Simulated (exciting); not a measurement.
Be3N2, space group P6_3/mmc, N K edge of atom 1, with 3 Be at 1.64 Å and 2 Be at 1.67 Å (trigonal bipyramidal, site symmetry -6m2); the tensor is averaged over the atoms equivalent by symmetry. Method: exciting, all-electron LAPW+lo, LDA, exchange and screened direct term (singlet BSE), 6×6×1 shifted k points, 25 conduction bands, |G+q| up to 3 bohr⁻¹, full RPA screening with nempty = 50, Lorentzian half width 0.45 eV.

```xyz
10
Lattice="2.8417 0.0000 0.0000 -1.4208 2.4610 0.0000 0.0000 0.0000 9.7468" Properties=species:S:1:pos:R:3 pbc="T T T"
N     1.4208    0.8203    7.3101
N     0.0000    1.6406    2.4367
N     0.0000    0.0000    4.8734
N     0.0000    0.0000    0.0000
Be    0.0000    0.0000    7.3101
Be    0.0000    0.0000    2.4367
Be    0.0000    1.6406    4.1084
Be    1.4208    0.8203    8.9819
Be    1.4208    0.8203    5.6384
Be    0.0000    1.6406    0.7650
```

Energy from the Kohn–Sham onset, core level to the lowest empty state found on the meshes used; scaled to the maximum of the polarisation mean:

```
E (eV)  curve 1  curve 2
  -3.0     0.03     0.02
  -2.5     0.04     0.02
  -2.0     0.05     0.03
  -1.5     0.06     0.04
  -1.0     0.08     0.05
  -0.5     0.13     0.08
   0.0     0.22     0.15
   0.5     0.49     0.34
   1.0     0.93     0.39
   1.5     1.26     0.39
   2.0     1.17     0.43
   2.5     0.93     0.52
   3.0     0.72     0.61
   3.5     0.55     0.58
   4.0     0.47     0.68
   4.5     0.55     0.77
   5.0     0.76     0.64
   5.5     0.83     0.82
   6.0     0.87     1.06
   6.5     0.56     1.13
   7.0     0.51     1.11
   7.5     0.52     0.87
   8.0     0.46     0.65
   8.5     0.44     0.58
   9.0     0.45     0.53
   9.5     0.45     0.52
  10.0     0.57     0.55
  10.5     0.60     0.43
  11.0     0.54     0.36
  11.5     0.45     0.31
  12.0     0.39     0.29
  12.5     0.40     0.29
  13.0     0.37     0.30
  13.5     0.38     0.36
```

The curves are the diagonal elements of Im ε for ε ∥ c and ⊥ c. Which is which?

Curve 1: ε ∥ c, maxima 1.6 eV (1.27), 5.8 eV (0.89) and 10.3 eV (0.63); 2 lower ones aren't listed. Curve 2: ε ⊥ c, maxima 3.0 eV (0.61), 4.3 eV (0.81) and 6.7 eV (1.16); 1 lower ones aren't listed. A K edge probes the empty p states along ε, which follow the bonds' lengths and directions.

[Banner, clock and machine lines of the logs are left out without a mark of their own.]

[Logs are printed without paths, hosts, clocks, repeated set-up lines and the standing remarks that a program may print on its own settings, such as how far it seeks lower states.]

[Hosts, paths, dates, database ids (printed as entryN), source tags and the programs' standing remarks are cut or masked in the printed files.]
